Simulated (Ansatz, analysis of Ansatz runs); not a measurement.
## Interstitial H in hcp Be, hop from a tetrahedral to the next octahedral site: migration barrier against experiment

How near does this set-up come to the measured migration barrier? Subject: interstitial H in hcp Be, hop from a tetrahedral to the next octahedral site. Set-up: PBE, 36-site cell, measured lattice, 420 eV, k: 5x5x4 Gamma-centred. The model is a cell of 36 host atoms with 1 H put in. The barrier is the energy of the highest image of a climbing band over the relaxed site that the atom leaves. The measured lattice removes the functional's error in the volume.

Measured beforehand: Migration barrier: 0.611 eV, by permeation (diffusion activation energy, T > 250 K) (quoted in “Explainable Machine Learning for Hydrogen Diffusion in Metals and Random Binary Alloys”, 2023, G. M. Lu et al., quoting earlier work (1995)). The calculation is set beside it at the end.

Main program and level: Ansatz 0.2.0; plane-wave PAW DFT, PBE; relaxation of all atoms of a defect supercell.

## Step 1: The structure

The cell holds 37 atoms: 36 Be and 1 H. Its edges and angles: a = 6.856 Å, b = 6.856 Å, c = 7.168 Å, α = 90.0°, β = 90.0°, γ = 120.0°. It derives from Be (space group P6_3/mmc). Nearest the centre at fractional (0.444, 0.556, 0.438): H37 at 0.00 Å, Be19 at 1.34 Å, Be22 at 1.39 Å, Be6 at 1.39 Å, Be18 at 1.39 Å, Be17 at 2.24 Å, Be23 at 2.65 Å, Be7 at 2.65 Å.

The host's primitive cell comes from a first run (plane-wave PAW DFT, PBE; relaxation of the host's atoms at the measured cell): vectors of 2.285, 2.285 and 3.584 Å. That is 8.11 Å³ an atom. The supercell is built on it.

## Step 2: Relaxation, charge 0

A barrier counts from a true minimum, so both ends of the jump are relaxed first.

File start/input.yaml:

```yaml
relax:
  f_tol: 0.02
  max_steps: 80
  escape_saddle: false
crystal:
  lattice:
    - [6.85590008, 0.0, 0.0]
    - [-3.42795004, 5.93738363, 0.0]
    - [0.0, 0.0, 7.1684]
  atoms:
    - { symbol: Be, position: [0.111111111, 0.222222222, 0.125] }
    - { symbol: Be, position: [0.222222222, 0.111111111, 0.375] }
    - { symbol: Be, position: [0.111111111, 0.222222222, 0.625] }
    - { symbol: Be, position: [0.222222222, 0.111111111, 0.875] }
    - { symbol: Be, position: [0.111111111, 0.555555556, 0.125] }
    - { symbol: Be, position: [0.222222222, 0.444444444, 0.375] }
    - { symbol: Be, position: [0.111111111, 0.555555556, 0.625] }
    - { symbol: Be, position: [0.222222222, 0.444444444, 0.875] }
    - { symbol: Be, position: [0.111111111, 0.888888889, 0.125] }
    - { symbol: Be, position: [0.222222222, 0.777777778, 0.375] }
    - { symbol: Be, position: [0.111111111, 0.888888889, 0.625] }
    - { symbol: Be, position: [0.222222222, 0.777777778, 0.875] }
    - { symbol: Be, position: [0.444444444, 0.222222222, 0.125] }
    - { symbol: Be, position: [0.555555556, 0.111111111, 0.375] }
    - { symbol: Be, position: [0.444444444, 0.222222222, 0.625] }
    - { symbol: Be, position: [0.555555556, 0.111111111, 0.875] }
    - { symbol: Be, position: [0.444444444, 0.555555556, 0.125] }
    - { symbol: Be, position: [0.555555556, 0.444444444, 0.375] }
    - { symbol: Be, position: [0.444444444, 0.555555556, 0.625] }
    - { symbol: Be, position: [0.555555556, 0.444444444, 0.875] }
    - { symbol: Be, position: [0.444444444, 0.888888889, 0.125] }
    - { symbol: Be, position: [0.555555556, 0.777777778, 0.375] }
    - { symbol: Be, position: [0.444444444, 0.888888889, 0.625] }
    - { symbol: Be, position: [0.555555556, 0.777777778, 0.875] }
    - { symbol: Be, position: [0.777777778, 0.222222222, 0.125] }
    - { symbol: Be, position: [0.888888889, 0.111111111, 0.375] }
    - { symbol: Be, position: [0.777777778, 0.222222222, 0.625] }
    - { symbol: Be, position: [0.888888889, 0.111111111, 0.875] }
    - { symbol: Be, position: [0.777777778, 0.555555556, 0.125] }
    - { symbol: Be, position: [0.888888889, 0.444444444, 0.375] }
    - { symbol: Be, position: [0.777777778, 0.555555556, 0.625] }
    - { symbol: Be, position: [0.888888889, 0.444444444, 0.875] }
    - { symbol: Be, position: [0.777777778, 0.888888889, 0.125] }
    - { symbol: Be, position: [0.888888889, 0.777777778, 0.375] }
    - { symbol: Be, position: [0.777777778, 0.888888889, 0.625] }
    - { symbol: Be, position: [0.888888889, 0.777777778, 0.875] }
    - { symbol: H, position: [0.444444001, 0.555555999, 0.4375] }
basis:
  ecutwfc: 420
  xc_grid: 2
hamiltonian:
  xc: pbe
kpoints:
  mp_grid: { grid: [5, 5, 4] }
scf:
  occupations: { method: methfessel_paxton, width: 0.1 }
  max_iter: 120
output:
  forces: true
checkpoint:
  write: "../start.run"
  compress: false
  write_wavefunctions: true
  write_every: 100000
```

Command:

```sh
$ ansatz run input.yaml --threads 4 --pin off --max-ram 7536MiB --backend cpu --events-out ev --progress --plain --runs-dir out
```

Numbers of over 12 decimals in the logs are rounded to 6 here.

Log:

```text
[... repeated set-up lines and file paths are left out, and long positions are rounded to six places ...]
Warning: the atoms were moved onto the symmetric positions of the space group found under crystal.symmetry.tolerance 1.0e-5 (fractional; [...]
Engine: ansatz 0.2.0, x86_64-unknown-linux-gnu
Pseudopotentials: kind: paw
Pseudopotential: Be, paw, valence charge 2, recommended cutoff 420 eV (normal), Be.paw.azcp
Pseudopotential: H, paw, valence charge 1, recommended cutoff 420 eV (normal), H.paw.azcp
Functional definition: PBE
  parameter kappa = 0.804
  parameter beta = 0.066725
  exchange = pbe_x(kappa = kappa, mu = beta*pi^2/3)
  correlation = pbe_c(beta = beta)
Crystal: 37 atoms, lattice volume = 291.798 Å³
Basis set: ecut = 420 eV, 5723 PW (Γ), exchange–correlation on 96×96×96 points (8 copies of the dense FFT grid, shifted against one another)
Bands: 74, of which v1, the nominal top of the filled ones, is band 37 counted from 1 (36 counted from 0)
Symmetry: 6 space group operations
Space group: P3m1 (ITA 156), of the structure as read, at distance tolerance 6.6e-5 Å
k-points: 17 of 100 (time reversal used)
Non-local potential: Be, projectors of the file, l = 0: 2, l = 1: 2, l = 2: 1
Non-local potential: H, projectors of the file, l = 0: 2, l = 1: 1
PAW form: soft (Blöchl's): semilocal exchange-correlation on the pseudo side does not see the compensation charge
PAW one-centre angular grid: Be, 110 points (default); XC on 64 Gauss nodes
PAW one-centre angular grid: H, 110 points (default); XC on 64 Gauss nodes
Initial density: superposition of atomic densities (neutral atoms: chi_scale 0, normalization atom), corrected by the library's trained network
Initial wavefunctions: pseudopotential atomic-orbital guess
Functional: x = pbe(κ = 0.804, μ = 0.219515), c = pbe(β = 0.066725)
SCF iter   1: F=—  HF=-3353.217918 eV  |F-HF|=—  |Δ(HF+E_count)|=         —  Δρ=2.64e-3  dr2=5.83e-2  ethr=1.77e-3  ⟨swp⟩=7.7  Hψ=7739  notcnv=0  defer=154
preconditioner: auto → Kerker (q_TF=auto, 2.166 Å⁻¹)  [metal: Δε(μ)=0.026 eV  Ē_g=9.468 eV  σ=0.100 eV  W_gap=0.22  n_scr=58 (ndim 8)  ℏωp=18.6 eV  f_vac=0.000  D(μ)=3.80/eV (n_scr^D=20)]
SCF iter   2: F=—  HF=-3353.208459 eV  |F-HF|=—  |Δ(HF+E_count)|=   9.46e-3  S|Δr|=    0.00e0  Δρ=1.55e-3  dr2=1.86e-2  ethr=7.99e-5  ⟨swp⟩=1.2  Hψ=1522  notcnv=0  defer=182
SCF iter   3: F=—  HF=-3353.203260 eV  |F-HF|=—  |Δ(HF+E_count)|=   5.20e-3  S|Δr|=    0.00e0  Δρ=1.76e-4  dr2=6.94e-5  ethr=2.55e-5  ⟨swp⟩=2.1  Hψ=1418  notcnv=0  defer=182
SCF iter   4: F=—  HF=-3353.204820 eV  |F-HF|=—  |Δ(HF+E_count)|=   1.56e-3  S|Δr|=    0.00e0  Δρ=2.57e-5  dr2=1.31e-6  ethr=1.37e-8  ⟨swp⟩=4.0  Hψ=3225  notcnv=0
SCF iter   5: F=-3353.204820 eV  HF=-3353.204820 eV  |F-HF|=3.10e-8  |Δ(HF+E_count)|=   2.52e-7  S|Δr|=    0.00e0  Δρ=3.75e-6  dr2=5.00e-8  ethr=1.79e-9  ⟨swp⟩=1.8  Hψ=2546  notcnv=0
SCF 1 converged in 5 iterations: F = -3353.204820 eV  dr2 = 5.00e-8
  greatest PAW one-centre occupation: 0.423 electrons in one spin orbital (limit 2), on the H atom at site 36 (counted from 0), in its partial waves of l = 0
relax step   1: F+E_penalty+E_count = -3353.20481991 eV  Δ(F+E_penalty+E_count) = +0.000e0 eV  max|allowed force component| = 1.689e0 eV/Å  Δτ_max = 0.0000 Å  (5 SCF iters, dr2 threshold 1.00e-5 eV, accepted)
[... the SCF cycles and remarks between the steps are left out from here to the last step ...]
relax step   2: F+E_penalty+E_count = -3353.44537870 eV  Δ(F+E_penalty+E_count) = -2.406e-1 eV  max|allowed force component| = 8.656e-1 eV/Å  Δτ_max = 0.0477 Å  (4 SCF iters, dr2 threshold 1.00e-4 eV, accepted)
relax step   3: F+E_penalty+E_count = -3353.58581602 eV  Δ(F+E_penalty+E_count) = -1.404e-1 eV  max|allowed force component| = 2.746e-1 eV/Å  Δτ_max = 0.0983 Å  (5 SCF iters, dr2 threshold 4.68e-5 eV, accepted)
relax step   4: F+E_penalty+E_count = -3353.59721272 eV  Δ(F+E_penalty+E_count) = -1.140e-2 eV  max|allowed force component| = 2.984e-1 eV/Å  Δτ_max = 0.2000 Å  (5 SCF iters, dr2 threshold 7.59e-6 eV, accepted)
relax step   5: F+E_penalty+E_count = -3353.60815644 eV  Δ(F+E_penalty+E_count) = -1.094e-2 eV  max|allowed force component| = 2.582e-2 eV/Å  Δτ_max = 0.0348 Å  (4 SCF iters, dr2 threshold 8.96e-6 eV, accepted)
SCF iter   1: F=—  HF=-3353.607575 eV  |F-HF|=—  |Δ(HF+E_count)|=         —  Δρ=7.25e-4  dr2=1.64e-3  ethr=2.55e-5  ⟨swp⟩=4.0  Hψ=2826  notcnv=0  defer=279
SCF iter   2: F=—  HF=-3353.607282 eV  |F-HF|=—  |Δ(HF+E_count)|=   2.93e-4  S|Δr|=    0.00e0  Δρ=3.82e-4  dr2=2.66e-4  ethr=2.24e-6  ⟨swp⟩=1.0  Hψ=1462  notcnv=0  defer=264
SCF iter   3: F=—  HF=-3353.607229 eV  |F-HF|=—  |Δ(HF+E_count)|=   5.31e-5  S|Δr|=    0.00e0  Δρ=9.12e-5  dr2=3.06e-5  ethr=3.64e-7  ⟨swp⟩=2.5  Hψ=1331  notcnv=0  defer=264
SCF iter   4: F=—  HF=-3353.608561 eV  |F-HF|=—  |Δ(HF+E_count)|=   1.33e-3  S|Δr|=    0.00e0  Δρ=1.15e-5  dr2=4.12e-7  ethr=4.19e-8  ⟨swp⟩=2.0  Hψ=1340  notcnv=0  defer=264
SCF iter   5: F=-3353.608561 eV  HF=-3353.608561 eV  |F-HF|=4.96e-9  |Δ(HF+E_count)|=   5.55e-8  S|Δr|=    0.00e0  Δρ=2.70e-6  dr2=1.79e-8  ethr=1.37e-10  ⟨swp⟩=3.2  Hψ=2629  notcnv=0
SCF 6 converged in 5 iterations: F = -3353.608561 eV  dr2 = 1.79e-8
relax step   6: F+E_penalty+E_count = -3353.60856101 eV  Δ(F+E_penalty+E_count) = -4.046e-4 eV  max|allowed force component| = 3.447e-3 eV/Å  Δτ_max = 0.0224 Å  (5 SCF iters, accepted)
NSCF: frozen V_eff on 17 k-points
the band table was solved once a step of the walk had ended and its energy, with any forces and stress, was formed, with the checks that follow a solve (6899 applications of the Hamiltonian). They found nothing against the state; [...]
SCF converged after 5 iterations
Stability not checked: this state was not tested for a lower state beside it, because cold or Methfessel-Paxton smearing, or corrected tetrahedra, fill the levels in a way that the test cannot read (fill_not_monotonic; see scf.lower_state_search)
Free energy (F): -3353.608561 eV
Harris-Foulkes:  -3353.608561 eV  (|F-HF|=4.96e-9)
Internal energy: -3353.608503 eV  (E = F + TS)
E sigma→0 (E₀):  -3353.608547 eV
Entropy (-TS):   -0.000058 eV (-0.002 meV/atom)
Fermi energy:    8.321570 eV
--- Per-component energies (eV) ---
  E_band       = 211.025870
  E_kinetic    = 767.009847
  E_local      = 83.872420  (includes V_loc(G=0)·N_el)
  E_nonlocal   = 159.793146
  E_hartree    = 5.541427
  E_xc         = -719.953207
  E_vxc        = -759.192600  (∫ρ·V_xc dr)
  E_paw        = -2144.630564  (= ΣΔE_a)
  E_vpaw       = -51.538544  (= ΣTr[D̂ρ^β])
  E_aug_tail   = -0.001381  (compensation charges beyond the density's cutoff)
  E_ewald      = -1505.240192
  E_smearing   = -0.000058  (= −TS)
  E_closure    = 0.000000  (closes the sum)
  Σ components = -3353.608561   (vs F -3353.608561, Δ=0.00e0)
--- Forces (eV/Å), atoms counted from 1 ---
  atom   1  Be    -0.00134192    -0.00049317     0.00022768
  atom   2  Be     0.00000000    -0.00052398    -0.00123058
  atom   3  Be    -0.00045331     0.00096908     0.00004038
  atom   4  Be     0.00000000    -0.00184642     0.00152146
  atom   5  Be    -0.00109806    -0.00091555     0.00022768
  atom   6  Be    -0.00086014    -0.00049660     0.00042251
  atom   7  Be     0.00061260    -0.00087712     0.00004038
  atom   8  Be    -0.00096142    -0.00055508    -0.00300937
  atom   9  Be    -0.00000000     0.00000000     0.00026335
  atom  10  Be    -0.00045378     0.00026199    -0.00123058
  atom  11  Be    -0.00000000     0.00000000     0.00058316
  atom  12  Be    -0.00159905     0.00092321     0.00152146
  atom  13  Be     0.00134192    -0.00049317     0.00022768
  atom  14  Be     0.00231733     0.00133791    -0.00029661
  atom  15  Be     0.00045331     0.00096908     0.00004038
  atom  16  Be     0.00057582     0.00033245     0.00097634
  atom  17  Be    -0.00000000     0.00000000    -0.00132647
  atom  18  Be     0.00086014    -0.00049660     0.00042251
  atom  19  Be    -0.00000000     0.00000000     0.00344657
  atom  20  Be     0.00096142    -0.00055508    -0.00300937
  atom  21  Be     0.00024386     0.00140873     0.00022768
  atom  22  Be     0.00000000     0.00099320     0.00042251
  atom  23  Be     0.00106590    -0.00009197     0.00004038
  atom  24  Be     0.00000000     0.00111016    -0.00300937
  atom  25  Be    -0.00000000     0.00000000     0.00015797
  atom  26  Be    -0.00231733     0.00133791    -0.00029661
  atom  27  Be    -0.00000000     0.00000000    -0.00069658
  atom  28  Be    -0.00057582     0.00033245     0.00097634
  atom  29  Be     0.00109806    -0.00091555     0.00022768
  atom  30  Be     0.00000000    -0.00267583    -0.00029661
  atom  31  Be    -0.00061260    -0.00087712     0.00004038
  atom  32  Be     0.00000000    -0.00066489     0.00097634
  atom  33  Be    -0.00024386     0.00140873     0.00022768
  atom  34  Be     0.00045378     0.00026199    -0.00123058
  atom  35  Be    -0.00106590    -0.00009197     0.00004038
  atom  36  Be     0.00159905     0.00092321     0.00152146
  atom  37  H      0.00000000     0.00000000     0.00078152
  max |Σ_I F_I| component: 3.09e-5 eV/Å
--- Band table (eV; the first three rows and the last of 17) ---
  k-point 0: bands = ["-3.7093", "-2.1447", "-1.1204", "-0.8514", [... 66 left out ...] "14.0844", "14.4495", "14.5127", "14.5405"]
  k-point 1: bands = ["-3.6227", "-2.4199", "-1.4260", "-0.0254", [... 66 left out ...] "14.4476", "14.4748", "14.5131", "14.5131"]
  [... further k-points left out ...]
--- Relaxed structure (6 steps of the walk, 6 accepted, 0 SCFs on fresh bases) ---
  F+E_penalty+E_count = -3353.60856101 eV   max|allowed force component| = 3.447e-3 eV/Å
  atoms:
    - { symbol: Be, position: [0.112210, 0.222607, 0.126342] }
    - { symbol: Be, position: [0.221533, 0.109732, 0.376469] }
    - { symbol: Be, position: [0.111015, 0.221448, 0.626483] }
    - { symbol: Be, position: [0.222028, 0.110723, 0.876519] }
    - { symbol: Be, position: [0.112210, 0.556270, 0.126342] }
    - { symbol: Be, position: [0.197400, 0.432033, 0.375045] }
    - { symbol: Be, position: [0.111015, 0.556234, 0.626483] }
    - { symbol: Be, position: [0.222651, 0.444659, 0.875375] }
    - { symbol: Be, position: [0.111111, 0.888889, 0.127498] }
    - { symbol: Be, position: [0.221533, 0.778467, 0.376469] }
    - { symbol: Be, position: [0.111111, 0.888889, 0.625714] }
    - { symbol: Be, position: [0.222028, 0.777972, 0.876519] }
    - { symbol: Be, position: [0.443730, 0.222607, 0.126342] }
    - { symbol: Be, position: [0.552383, 0.109525, 0.376715] }
    - { symbol: Be, position: [0.443766, 0.221448, 0.626483] }
    - { symbol: Be, position: [0.556780, 0.111723, 0.876483] }
    - { symbol: Be, position: [0.444444, 0.555556, 0.121677] }
    - { symbol: Be, position: [0.567967, 0.432033, 0.375045] }
    - { symbol: Be, position: [0.444444, 0.555556, 0.625354] }
    - { symbol: Be, position: [0.555341, 0.444659, 0.875375] }
    - { symbol: Be, position: [0.443730, 0.887790, 0.126342] }
    - { symbol: Be, position: [0.567967, 0.802600, 0.375045] }
    - { symbol: Be, position: [0.443766, 0.888985, 0.626483] }
    - { symbol: Be, position: [0.555341, 0.777349, 0.875375] }
    - { symbol: Be, position: [0.777778, 0.222222, 0.129944] }
    - { symbol: Be, position: [0.890475, 0.109525, 0.376715] }
    - { symbol: Be, position: [0.777778, 0.222222, 0.623713] }
    - { symbol: Be, position: [0.888277, 0.111723, 0.876483] }
    - { symbol: Be, position: [0.777393, 0.556270, 0.126342] }
    - { symbol: Be, position: [0.890475, 0.447617, 0.376715] }
    - { symbol: Be, position: [0.778552, 0.556234, 0.626483] }
    - { symbol: Be, position: [0.888277, 0.443220, 0.876483] }
    - { symbol: Be, position: [0.777393, 0.887790, 0.126342] }
    - { symbol: Be, position: [0.890268, 0.778467, 0.376469] }
    - { symbol: Be, position: [0.778552, 0.888985, 0.626483] }
    - { symbol: Be, position: [0.889277, 0.777972, 0.876519] }
    - { symbol: H, position: [0.444444, 0.555556, 0.396828] }
```

Wall time 9.8 s (4 threads of AMD EPYC 9R45 (Zen 5), shared host); peak memory 1 GiB.

The steps of the relaxation:

| step | energy less that of the first step (eV) | largest force component (eV/Å) |
| --- | --- | --- |
| 1 | 0.0000 | 1.6885 |
| 2 | -0.2406 | 0.8656 |
| 3 | -0.3810 | 0.2746 |
| 4 | -0.3924 | 0.2984 |
| 5 | -0.4033 | 0.0258 |
| 6 | -0.4037 | 0.0034 |

Forces are held to the 6 operations that the run works with; a distortion that breaks them can't arise in this run.

The atoms that moved most (Å):

| atom | dx | dy | dz | length |
| --- | --- | --- | --- | --- |
| H37 | 0.000 | 0.000 | -0.292 | 0.292 |
| Be6 | -0.128 | -0.074 | 0.000 | 0.147 |
| Be22 | 0.000 | 0.147 | 0.000 | 0.147 |
| Be18 | 0.128 | -0.074 | 0.000 | 0.147 |
| Be25 | 0.000 | 0.000 | 0.035 | 0.035 |
| Be17 | 0.000 | 0.000 | -0.024 | 0.024 |
| Be30 | 0.000 | 0.019 | 0.012 | 0.022 |
| Be14 | -0.016 | -0.009 | 0.012 | 0.022 |

Neighbours of H37 at the end:

| atom | distance (Å) |
| --- | --- |
| Be22 | 1.475 |
| Be18 | 1.475 |
| Be6 | 1.475 |
| Be19 | 1.638 |
| Be17 | 1.972 |
| Be2 | 2.651 |
| Be34 | 2.651 |
| Be10 | 2.651 |

Numbers from this step:

```
free energy : -3353.6086 eV
```

The other runs of this kind differ in structure, charge or spin alone:

| run | outcome | energy less the first (eV) | moment (μB) | time |
| --- | --- | --- | --- | --- |
| relaxation, charge 0 | converged | 0.0000 | 0.00 | 9.8 s |
| relaxation, charge 0 | converged | 0.2112 | 0.00 | 6.4 s |

The relaxation ends 11 meV an atom lower, with a largest force component of 0.0034 eV/Å.

(Continued in part 2 of 2.)

[Logs are printed without paths, hosts, clocks, repeated set-up lines and the standing remarks that a program may print on its own settings, such as how far it seeks lower states.]

[Hosts, paths, dates, database ids (printed as entryN), source tags and the programs' standing remarks are cut or masked in the printed files.]

[For some hosts the program warned that the k-mesh of the response run may be too coarse for force constants and the static dielectric constant; such warnings are not shown here.]
